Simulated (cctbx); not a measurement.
# Ba4Ca3Cd31 across an absorption edge

Space group P-6m2 (no. 187), a = 10.4700 Å, b = 10.4700 Å, c = 10.3960 Å, α = 90.00°, β = 90.00°, γ = 120.00°.

| atom | mult. | x | y | z | Ueq (Å²) |
| --- | --- | --- | --- | --- | --- |
| Ba1 | 2 | 2/3 | 1/3 | 0.2042 | 0.0038 |
| Ba2 | 1 | 1/3 | 2/3 | 0 | 0.0027 |
| Ba3 | 1 | 0 | 0 | 0 | 0.0027 |
| Cd1 | 3 | 0.4685 | 0.2343 | 1/2 | 0.0034 |
| Cd2 | 6 | 0.2937 | 0.1469 | 0.2603 | 0.0049 |
| Cd3 | 6 | 0.0378 | 0.5189 | 0.2591 | 0.0035 |
| Cd4 | 2 | 0 | 0 | 0.3425 | 0.0038 |
| Cd5 | 2 | 1/3 | 2/3 | 0.3482 | 0.0038 |
| Cd6 | 6 | 0.1631 | 0.3261 | 0.1612 | 0.0039 |
| Cd7 | 6 | 0.9433 | 0.3358 | 0 | 0.0034 |
| Ca1 | 3 | 0.1631 | 0.3263 | 1/2 | 0.0054 |

The model was made for the exercise: a known structure type with other elements put in, its volume estimated, not relaxed; displacement parameters are assumed.

Calculated with cctbx: free-atom f′ and f″ from the Sasaki tables, no fine structure; amplitudes in electrons.

How do |F(hkl)| and |F(−h−k−l)| change across the Cd K edge?

```text
E (eV)    f'(Cd)   f''           |F|0 2 2        |F|0 0 3        |F|1 1 2        |F|0 1 2
  26111   -3.33   0.58       53.4/  50.7     94.8/  94.8     28.5/  28.5     38.0/  38.0
  26461   -4.12   0.57       52.6/  49.9     92.4/  92.4     27.9/  27.9     34.5/  34.5
  26591   -4.79   0.56       51.9/  49.3     90.3/  90.3     27.4/  27.4     31.5/  31.5
  26651   -5.43   0.56       51.3/  48.8     88.3/  88.3     27.0/  27.0     28.6/  28.6
  26681   -6.07   0.56       50.7/  48.3     86.4/  86.4     26.5/  26.5     25.7/  25.7
  26696   -6.69   0.56       50.2/  47.8     84.5/  84.5     26.0/  26.0     22.9/  22.9
  26703   -7.20   0.56       49.8/  47.5     82.9/  82.9     25.7/  25.7     20.5/  20.5
  26707   -7.80   0.56       49.4/  47.1     81.1/  81.1     25.2/  25.2     17.8/  17.8
  26715   -8.69   3.60       42.3/  53.2     79.1/  79.1     24.7/  24.7     18.8/  19.5
  26719   -7.80   3.60       43.0/  53.6     81.8/  81.8     25.4/  25.4     22.0/  22.5
  26726   -6.93   3.60       43.8/  54.1     84.5/  84.5     26.0/  26.0     25.3/  25.8
  26741   -6.18   3.59       44.5/  54.6     86.7/  86.7     26.6/  26.6     28.3/  28.7
  26771   -5.46   3.59       45.2/  55.1     88.9/  88.9     27.1/  27.1     31.2/  31.6
  26861   -4.53   3.57       46.2/  55.7     91.8/  91.8     27.8/  27.8     35.1/  35.5
  27111   -3.53   3.51       47.4/  56.5     94.8/  94.8     28.5/  28.5     39.3/  39.7
```

The edge is at 26711 eV. f′ of Cd falls from -4.8 e at 26591 eV to -7.8 e at 4 eV below it, and f″ steps from 0.56 to 3.60 e across it. Over that approach |F| changes by -5 % (0 2 2), -10 % (0 0 3), -8 % (1 1 2) and -43 % (0 1 2): a reflection falls where Cd scatters in phase with the total and rises where it scatters against it; it hardly moves where the Cd term is small or cancels by symmetry or lies in quadrature to the total. The f″ term interferes with the normal scattering with opposite sign for the two Friedel mates. The largest Friedel difference in the scan is 22.8 % of the mean (0 2 2, at 26715 eV).

[Logs are printed without paths, hosts, clocks, repeated set-up lines and the standing remarks that a program may print on its own settings, such as how far it seeks lower states.]
